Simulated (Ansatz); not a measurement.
# Tl2Te (model cell, started as cuprite): following an unstable mode

Wanted: the energy along a soft mode of Tl2Te (model cell, started as cuprite) and the structure at the end.

Method: DFT PBEsol, scalar-relativistic, plane waves, PAW, in Ansatz 0.2.0.

The structure was built from a prototype and need not be the compound's stable phase.

In doubt: the program warns that the response may not be converged on this k-mesh, which bears on dielectric and field responses.

## 1. Starting point

It takes space group Pn-3m (No. 224, cubic). The conventional cell has a = 7.300 Å, b = 7.300 Å, c = 7.300 Å, α = 90.00°, β = 90.00°, γ = 90.00°. Nearest to Te lie 4 Tl at 3.16 Å. Tl has 2 Te at 3.16 Å nearest. Farther neighbours and most contacts between anions are not listed.

## 2. The dispersion

The cell comes from relaxations at this level that are not shown. Stability and thermal properties need the whole zone. Linear response on a 2×2×2 q mesh gives force constants as far as a supercell of that size would.

The input, input.yaml:

```yaml
crystal:
  lattice:
    - [7.2996465413, 0.0, 0.0]
    - [0.0, 7.2996465413, 0.0]
    - [0.0, 0.0, 7.2996465413]
  atoms:
    - { symbol: Te, position: [0.0, 0.0, 0.0] }
    - { symbol: Te, position: [0.5, 0.5, 0.5] }
    - { symbol: Tl, position: [0.25, 0.25, 0.25] }
    - { symbol: Tl, position: [0.75, 0.75, 0.25] }
    - { symbol: Tl, position: [0.75, 0.25, 0.75] }
    - { symbol: Tl, position: [0.25, 0.75, 0.75] }
kpoints:
  mp_grid: { grid: [4, 4, 4] }
hamiltonian:
  xc: pbesol
scf:
  occupations: { method: gaussian, width: 0.01 }
output:
  eigenvalues: true
phonons:
  method: dfpt
  qmesh: [2, 2, 2]
  temperatures: { t_max: 1000, t_step: 50 }
  qpath:
    path:
      - [[0.0, 0.0, 0.0], [0.0, 0.5, 0.0], [0.5, 0.5, 0.0], [0.0, 0.0, 0.0], [0.5, 0.5, 0.5], [0.0, 0.5, 0.0]]
      - [[0.5, 0.5, 0.5], [0.5, 0.5, 0.0]]
    npoints: 10
```

Started as:

```console
$ ansatz run input.yaml --threads 8 --pin off --max-ram 14336MiB --backend cpu --events-out ev --progress --plain --runs-dir out
```

Numbers of over 12 decimals in the logs are rounded to 6 here.

The program printed:

```text
Warning: phonons: the dynamical matrix that this run interpolates holds no multipole term above the dipole-dipole one, and a site of this crystal is no centre of inversion, so its interpolated transverse optical and acoustic branches and sound speeds can stay off near Gamma, and the density of states and the thermodynamics with them. What a run solves at a wave vector of phonons.qpoints, Gamma apart, where the deck admits one, is free of this, and under fd what a larger phonons.supercell samples
Engine: ansatz 0.2.0, aarch64-unknown-linux-gnu
Pseudopotentials: kind: paw
Pseudopotential: Te, paw, valence charge 16, recommended cutoff 420 eV (normal), Te.paw.azcp
Pseudopotential: Tl, paw, valence charge 13, recommended cutoff 420 eV (normal), Tl.paw.azcp
Functional definition: PBEsol
  exchange = pbesol_x
  correlation = pbesol_c
Crystal: 6 atoms, lattice volume = 388.960 Å³
Basis set: ecut = 420 eV, 7521 PW (Γ), exchange–correlation on 100×100×100 points (8 copies of the dense FFT grid, shifted against one another)
Bands: 51, of which v1, the nominal top of the filled ones, is band 42 counted from 1 (41 counted from 0)
Symmetry: 48 space group operations
k-points: 10 of 64
Non-local potential: Te, projectors of the file, l = 0: 2, l = 1: 2, l = 2: 2, l = 3: 2
Non-local potential: Tl, projectors of the file, l = 0: 2, l = 1: 2, l = 2: 2, l = 3: 1
PAW form: soft (Blöchl's): semilocal exchange-correlation on the pseudo side does not see the compensation charge
PAW frozen core: Te, regenerated for the run's functional, and the local potential with it (the file was generated under x = pbe(κ = 0.804, μ = 0.219515), c = pbe(β = 0.066725))
PAW frozen core: Tl, regenerated for the run's functional, and the local potential with it (the file was generated under x = pbe(κ = 0.804, μ = 0.219515), c = pbe(β = 0.066725))
PAW one-centre angular grid: Te, 590 points (default); XC on 64 Gauss nodes
PAW one-centre angular grid: Tl, 590 points (default); XC on 64 Gauss nodes
Initial density: superposition of atomic densities (neutral atoms: chi_scale 0, normalization atom), corrected by the library's trained network
Initial wavefunctions: pseudopotential atomic-orbital guess
Functional: x = pbesol(κ = 0.804, μ = 0.123457), c = pbesol(β = 0.046)
SCF iter   1: F=—  HF=-58983.410052 eV  |F-HF|=—  |Δ(HF+E_count)|=         —  Δρ=3.48e-3  dr2=1.33e-1  ethr=1.77e-3  ⟨swp⟩=7.6  Hψ=2017  notcnv=0
preconditioner: auto → Resta (q_TF=auto, 2.113 Å⁻¹)  ε∞=3.0  [insulator: Δε(μ)=0.223 eV  Ē_g=10.739 eV  σ=0.010 eV  W_gap=1.00  n_scr=80 (ndim 8)  ℏωp=15.1 eV  f_vac=0.325  D(μ)=0.00/eV (n_scr^D=0)  ε∞_Penn≈3.0]
SCF iter   2: F=—  HF=-58983.383657 eV  |F-HF|=—  |Δ(HF+E_count)|=   2.64e-2  Δρ=1.20e-3  dr2=9.22e-3  ethr=1.58e-4  ⟨swp⟩=2.7  Hψ=738  notcnv=0  defer=24
SCF iter   3: F=—  HF=-58983.386627 eV  |F-HF|=—  |Δ(HF+E_count)|=   2.97e-3  Δρ=4.68e-4  dr2=2.22e-3  ethr=1.10e-5  ⟨swp⟩=2.1  Hψ=973  notcnv=0  defer=24
SCF iter   4: F=—  HF=-58983.388928 eV  |F-HF|=—  |Δ(HF+E_count)|=   2.30e-3  Δρ=1.67e-4  dr2=2.86e-4  ethr=2.64e-6  ⟨swp⟩=2.0  Hψ=652  notcnv=0  defer=24
SCF iter   5: F=—  HF=-58983.389540 eV  |F-HF|=—  |Δ(HF+E_count)|=   6.12e-4  Δρ=4.44e-5  dr2=1.33e-5  ethr=3.41e-7  ⟨swp⟩=2.0  Hψ=658  notcnv=0  defer=24
SCF iter   6: F=—  HF=-58983.389581 eV  |F-HF|=—  |Δ(HF+E_count)|=   4.12e-5  Δρ=1.53e-5  dr2=1.43e-6  ethr=1.58e-8  ⟨swp⟩=2.0  Hψ=806  notcnv=0  defer=24
SCF iter   7: F=—  HF=-58983.389280 eV  |F-HF|=—  |Δ(HF+E_count)|=   3.01e-4  Δρ=2.77e-6  dr2=4.83e-8  ethr=1.70e-9  ⟨swp⟩=2.0  Hψ=806  notcnv=0  defer=24
SCF iter   8: F=—  HF=-58983.389280 eV  |F-HF|=—  |Δ(HF+E_count)|=   2.78e-7  Δρ=6.39e-7  dr2=3.06e-9  ethr=5.75e-11  ⟨swp⟩=2.7  Hψ=841  notcnv=0  defer=24
SCF iter   9: F=—  HF=-58983.389280 eV  |F-HF|=—  |Δ(HF+E_count)|=   1.14e-8  Δρ=1.53e-7  dr2=1.53e-10  ethr=3.65e-12  ⟨swp⟩=2.9  Hψ=895  notcnv=0  defer=24
SCF iter  10: F=—  HF=-58983.389280 eV  |F-HF|=—  |Δ(HF+E_count)|=  9.39e-10  Δρ=4.85e-8  dr2=2.08e-11  ethr=1.00e-12  ⟨swp⟩=2.0  Hψ=588  notcnv=0  defer=24
[...]
SCF 1 converged in 11 iterations: F = -58983.389280 eV  dr2 = 1.09e-12
  greatest PAW one-centre occupation: 0.998 electrons in one spin orbital (limit 2), on the Te atom at site 1 (counted from 0), in its partial waves of l = 2
Initial density: read from a saved state, or passed on in memory by an earlier SCF of this step, an earlier step, the calling program or the single point that the run made first
[...]
eigensolver tolerance schedule: the retry pair's looser diagonalisation over-reported the residual by 398142.62 of it (diagonalisation noise at an unbounded share of the residual, at the tolerance the schedule requests for it); recorded, not acted on — ethr = c·dr2/N_el stays at c = 1.0e-1
preconditioner: auto → Resta (q_TF=auto, 2.113 Å⁻¹)  ε∞=3.0  [insulator: Δε(μ)=0.096 eV  Ē_g=10.750 eV  σ=0.010 eV  W_gap=1.00  n_scr=80 (ndim 8)  ℏωp=15.1 eV  f_vac=0.343  D(μ)=0.00/eV (n_scr^D=0)  ε∞_Penn≈3.0]
[...]
SCF 2 converged in 4 iterations: F = -58983.389280 eV  dr2 = 8.29e-12
k-points: 18 of 64 (irreducible under 8 space group operations, time reversal used)
[...]
SCF iter   1: F=—  HF=-58983.389585 eV  |F-HF|=—  |Δ(HF+E_count)|=         —  Δρ=1.24e-7  dr2=9.17e-11  ethr=8.16e-8  ⟨swp⟩=3.8  Hψ=5943  notcnv=0  defer=123
eigensolver tolerance schedule: the retry pair's looser diagonalisation over-reported the residual by 747357.32 of it (diagonalisation noise at an unbounded share of the residual, at the tolerance the schedule requests for it); recorded, not acted on — ethr = c·dr2/N_el stays at c = 1.0e-1
preconditioner: auto → Resta (q_TF=auto, 2.113 Å⁻¹)  ε∞=3.0  [insulator: Δε(μ)=0.096 eV  Ē_g=10.755 eV  n_scr=80 (ndim 8)  ℏωp=15.1 eV  f_vac=0.343  ε∞_Penn≈3.0]
SCF iter   2: F=—  HF=-58983.389280 eV  |F-HF|=—  |Δ(HF+E_count)|=   3.05e-4  Δρ=1.29e-7  dr2=1.47e-10  ethr=1.00e-12  ⟨swp⟩=13.6  Hψ=5039  notcnv=0
SCF iter   3: F=-58983.389280 eV  HF=-58983.389280 eV  |F-HF|=4.37e-11  |Δ(HF+E_count)|=  5.09e-11  Δρ=7.85e-8  dr2=4.46e-11  ethr=1.00e-12  ⟨swp⟩=1.8  Hψ=1952  notcnv=0
SCF 3 converged in 3 iterations: F = -58983.389280 eV  dr2 = 4.46e-11
NSCF: frozen V_eff on 4 k-points
DFPT response loops at Γ: preconditioner auto → none (the input reference at scf.mixing.eps_inf says where Resta's filter doesn't serve); β = 0.50; Broyden in place of MSR1
k-points: 40 of 216 (irreducible under 8 space group operations, time reversal used)
iter 1 solved again at ethr=3.05e-7 eV; its pass at ethr=3.10e-3 eV (dr2=2.56e-4 eV) is discarded
[...]
NSCF: frozen V_eff on 10 k-points
NSCF: frozen V_eff on 24 k-points
DFPT response loops at q = (0, 0, 0) (fractional): mixed as the last ones told, above
NSCF: frozen V_eff on 72 k-points
DFPT response loops at q = (0, 0, -0.5) (fractional): mixed as the last ones told, above
NSCF: frozen V_eff on 72 k-points
DFPT response loops at q = (0, -0.5, -0.5) (fractional): mixed as the last ones told, above
NSCF: frozen V_eff on 48 k-points
DFPT response loops at q = (-0.5, -0.5, -0.5) (fractional): mixed as the last ones told, above
SCF converged after 11 iterations
Free energy (F): -58983.389280 eV
Harris-Foulkes:  -58983.389280 eV  (|F-HF|=7.28e-12)
Internal energy: -58983.389280 eV  (E = F + TS)
E sigma→0 (E₀):  -58983.389280 eV
Fermi energy:    2.665399 eV
--- Per-component energies (eV) ---
  E_band       = -1060.777532
  E_kinetic    = 1686.871936
  E_local      = -9985.666341  (includes V_loc(G=0)·N_el)
  E_nonlocal   = 663.448345
  E_hartree    = 4594.956658
  E_xc         = -1158.862949
  E_vxc        = -771.573444  (∫ρ·V_xc dr)
  E_paw        = -49232.163648  (= ΣΔE_a)
  E_vpaw       = -1843.771119  (= ΣTr[D̂ρ^β])
  E_aug_tail   = -0.000236  (compensation charges beyond the density's cutoff)
  E_ewald      = -5552.875735
  E_core_change = 0.902691  (= ΣΔE_core)
  E_smearing   = -0.000000  (= −TS)
  E_closure    = 0.000000  (closes the sum)
  Σ components = -58983.389280   (vs F -58983.389280, Δ=0.00e0)
--- Band table (eV; the first three rows and the last of 10) ---
  k-point 0: bands = [... 38 lower, 0.4280, 2.5113, 2.5113, 2.5113, 2.7130, 2.7130, 4.4572, 4.4572, ... 5 higher]
  k-point 1: bands = [... 38 lower, 0.7629, 2.1288, 2.4042, 2.4042, 2.8794, 3.0931, 4.0312, 4.5067, ... 5 higher]
  k-point 2: bands = [... 38 lower, 1.4721, 1.4721, 2.3196, 2.3196, 3.3555, 3.3555, 3.6946, 3.6946, ... 5 higher]
  k-point 9: bands = [... 38 lower, 0.1845, 2.6174, 2.6174, 2.6174, 3.3616, 3.3616, 3.3616, 4.9361, ... 5 higher]
--- Phonons (Γ-DFPT): 2 representative perturbations + reference (Σ response iterations 6) ---
  ASR residual: 5.570e-5 → 0.000e0 eV/Å²; symmetrization residual: 5.928e-5 eV/Å²
  ASR residual per site (eV/Å²): 1.41e-5 1.41e-5 5.57e-5 5.57e-5 5.57e-5 5.57e-5
  Γ frequencies (cm⁻¹): -54.61 -54.61 -54.61 -31.38 -31.38 -31.38 -16.79 -16.79 0.00 0.00 0.00 27.79 27.79 27.79 71.81 71.81 71.81 75.76
  Unit cell's response to a homogeneous field, on a k mesh of 6×6×6: 1 representative field direction (Σ response iterations 10)
  ε∞ (high-frequency dielectric tensor):
       12.392166    -0.000000     0.000000
        0.000000    12.392166     0.000000
       -0.000000     0.000000    12.392166
  ε⁰ (static dielectric tensor): not given — the deck does not say what the cell's rigid motions are, and on a molecule in a box or a wire the rigid rotations would enter the sum over the modes at Γ. For a crystal or a slab, whose only rigid motions are the translations, set phonons.rigid_motions: translations.
  Born effective charges Z* (e; rows j = field, columns β = displacement):
    site 0:
        -5.80622    0.00000    0.00000
        -0.00000   -5.80622    0.00000
         0.00000   -0.00000   -5.80622
    site 1:
        -5.80622    0.00000    0.00000
        -0.00000   -5.80622    0.00000
         0.00000   -0.00000   -5.80622
    site 2:
         2.90311    1.75743    1.75743
         1.75743    2.90311    1.75743
         1.75743    1.75743    2.90311
    site 3:
         2.90311    1.75743   -1.75743
         1.75743    2.90311   -1.75743
        -1.75743   -1.75743    2.90311
    site 4:
         2.90311   -1.75743    1.75743
        -1.75743    2.90311   -1.75743
         1.75743   -1.75743    2.90311
    site 5:
         2.90311   -1.75743   -1.75743
        -1.75743    2.90311    1.75743
        -1.75743    1.75743    2.90311
  Z* charge neutrality: 8.614e-5 e pre-enforcement
  k-mesh period / interband length: 43.8 Å / 4.17 Å = 10.50 at k = (0.0000, 0.0000, 0.0000), direct gap 0.206 eV — UNDER 14: by this measure the k-mesh is too coarse for the response
  optical modes at Γ without the LO–TO term, one row a degenerate level:
      ω (cm⁻¹)  modes    IR ((D/Å)²/amu)
        -54.61      3            36.3672
        -31.38      3             0.0000
        -16.79      2             0.0000
         27.79      3            19.9887
         71.81      3             0.0000
         75.76      1             0.0000
  optical modes at Γ + LO–TO along q̂ = [1.0000, 0.0000, 0.0000]:
      ω (cm⁻¹)  modes    IR ((D/Å)²/amu)
        -54.61      2            24.2448
        -31.38      3             0.0000
        -31.33      1             0.9831
        -16.79      2             0.0000
         27.79      2            13.3258
         71.81      3             0.0000
         75.76      1             0.0000
         84.17      1            17.8022
  optical modes at Γ + LO–TO along q̂ = [0.0000, 1.0000, 0.0000]:
      ω (cm⁻¹)  modes    IR ((D/Å)²/amu)
        -54.61      2            24.2448
        -31.38      3             0.0000
        -31.33      1             0.9831
        -16.79      2             0.0000
         27.79      2            13.3258
         71.81      3             0.0000
         75.76      1             0.0000
         84.17      1            17.8022
  optical modes at Γ + LO–TO along q̂ = [0.0000, 0.0000, 1.0000]:
      ω (cm⁻¹)  modes    IR ((D/Å)²/amu)
        -54.61      2            24.2448
        -31.38      3             0.0000
        -31.33      1             0.9831
        -16.79      2             0.0000
         27.79      2            13.3258
         71.81      3             0.0000
         75.76      1             0.0000
         84.17      1            17.8022
--- Phonons (arbitrary-q DFPT): 4 irreducible q on the 2×2×2 mesh ---
  q = [0.0000, 0.0000, 0.0000] (star 1, of the zone-centre solve; hermiticity 6.96e-5, symmetrization 2.32e-11): -54.61 -54.61 -54.61 -31.38 -31.38 -31.38 -16.79 -16.79 -0.00 0.00 0.00 27.79 27.79 27.79 71.81 71.81 71.81 75.76
  q = [0.0000, 0.0000, -0.5000] (star 3, 4 solved perturbations in 105 linear systems a pass and spin channel, the states on 36 of 64 k-point pairs; hermiticity 5.05e-5, symmetrization 8.89e-11): -33.57 -33.57 -28.70 -28.70 -23.10 -23.10 -16.93 -16.93 8.97 8.97 35.59 35.59 42.34 42.34 68.97 68.97 86.00 86.00
  q = [0.0000, -0.5000, -0.5000] (star 3, 4 solved perturbations in 105 linear systems a pass and spin channel, the states on 36 of 64 k-point pairs; hermiticity 5.99e-5, symmetrization 2.44e-12): -30.35 -30.35 -24.28 -24.28 -24.01 -24.01 -23.13 -23.13 -13.17 -13.17 32.45 32.45 41.62 41.62 73.48 73.48 82.11 82.11
  q = [-0.5000, -0.5000, -0.5000] (star 1, 2 solved perturbations in 42 linear systems a pass and spin channel, the states on 24 of 64 k-point pairs; hermiticity 4.45e-5, symmetrization 9.41e-11): -55.34 -55.34 -55.34 -34.67 -34.67 -34.67 -16.42 -16.42 -12.44 -12.44 -12.44 28.23 28.23 28.23 78.57 78.83 78.83 78.83
  sum rule: each row above includes the acoustic sum rule's correction from the zone centre's row sums; it moved no ω² by more than (0.41 cm⁻¹)²
  mesh force constants: q→R imaginary residual 1.79e-17; ASR residual 5.570e-5 → 0.000e0 eV/Å²; symmetrization residual 1.554e-15 eV/Å²
  interpolated dispersion: 63 rows × 18 modes
  density of states and harmonic sums: on the 10×10×10 q-mesh, interpolated from the force constants of a 2×2×2 supercell (with the dipole–dipole term)
  largest difference from the sums on the solved wave vectors: F 3.42e-1 eV, S 4.16e-4 and C_V 7.39e-5 eV/K
  zero-point energy: 0.028422 eV/cell   skipped modes (ω ≤ 0): 493, of them read as no rigid motion or as one in doubt: 490 (8.639e0 modes/cell left out, lowest -55.34 cm⁻¹)   left out of the sums: 4.80e-1 of the cell's modes: C_V's classical limit lies that fraction below 3 k_B per atom; for a crystal, a wire or a layer, F and S can be off by more, and a phonons.interpolated_qmesh denser along its periods is the remedy for the sampling
```

Elapsed: 2.5 min, on 8 threads of Arm Neoverse V2, shared host; peak memory 3.5 GiB.

The column dr2 measures how far the density is from self-consistency, as an energy; F and HF (Harris–Foulkes) agree once it is small.

Numbers from this step:

- gap on the k-mesh: 0.09567 eV
- volume per atom: 64.83 Å³
- sum-rule residual before enforcement: 5.57e-5 eV/Å²
- lowest frequency on the path: -55.34 cm⁻¹
- point group: m-3m
- highest frequency on the path or at a solved wavevector: 94.3 cm⁻¹
- highest optical mode at the zone centre (no LO-TO term): 75.76 cm⁻¹
- lowest optical zone-centre mode: -54.61 cm⁻¹
- lowest mode on the q mesh (acoustic modes at Γ apart): -55.34 cm⁻¹

Frequencies (cm⁻¹) solved at each irreducible wavevector; negative means imaginary. Frequencies by wavevector, by row:

```
q in reciprocal lattice units  star  mode 1  mode 2  mode 3  mode 4  mode 16  mode 17  mode 18
                        0 0 0     1   -54.6   -54.6   -54.6   -31.4     71.8     71.8     75.8
                     0 0 -0.5     3   -33.6   -33.6   -28.7   -28.7       69       86       86
                  0 -0.5 -0.5     3   -30.4   -30.4   -24.3   -24.3     73.5     82.1     82.1
               -0.5 -0.5 -0.5     1   -55.3   -55.3   -55.3   -34.7     78.8     78.8     78.8
```

Interpolated from a 2×2×2 q mesh, with the LO-TO term (at Γ the limit along the path; where Γ stands inside the path, tables give the limit on arrival). The phonon branches at the labelled points (cm⁻¹):

```
    point  branch 1  branch 2  branch 3  branch 4  branch 15  branch 16  branch 17  branch 18
        Γ       -55       -55       -31       -31         72         72         76         84
  halfway       -44       -44       -31       -31         71         71         82         85
        X       -34       -34       -29       -29         69         69         86         86
  halfway       -30       -30       -29       -29         73         73         84         84
        M       -30       -30       -24       -24         74         74         82         82
  halfway       -39       -37       -30       -29         72         74         80         87
        Γ       -55       -55       -31       -31         72         72         76         84
  halfway       -40       -40       -31       -26         66         75         75         94
        R       -55       -55       -55       -35         79         79         79         79
  halfway       -40       -34       -33       -30         57         76         79         92
        X       -34       -34       -29       -29         69         69         86         86
jump to R       -55       -55       -55       -35         79         79         79         79
  halfway       -44       -44       -40       -31         58         77         77         92
        M       -30       -30       -24       -24         74         74         82         82
```

Symmetry leaves 4 wavevectors to solve. The lowest mode among them, the acoustic zeros apart, lies at q = (-0.5, -0.5, -0.5) and is imaginary, 55.3i cm⁻¹, so the energy falls along it.

(Part 1 of 3 ends here.)

[Logs are printed without paths, hosts, clocks, repeated set-up lines and the standing remarks that a program may print on its own settings, such as how far it seeks lower states.]

[Hosts, paths, dates, database ids (printed as entryN), source tags and the programs' standing remarks are cut or masked in the printed files.]
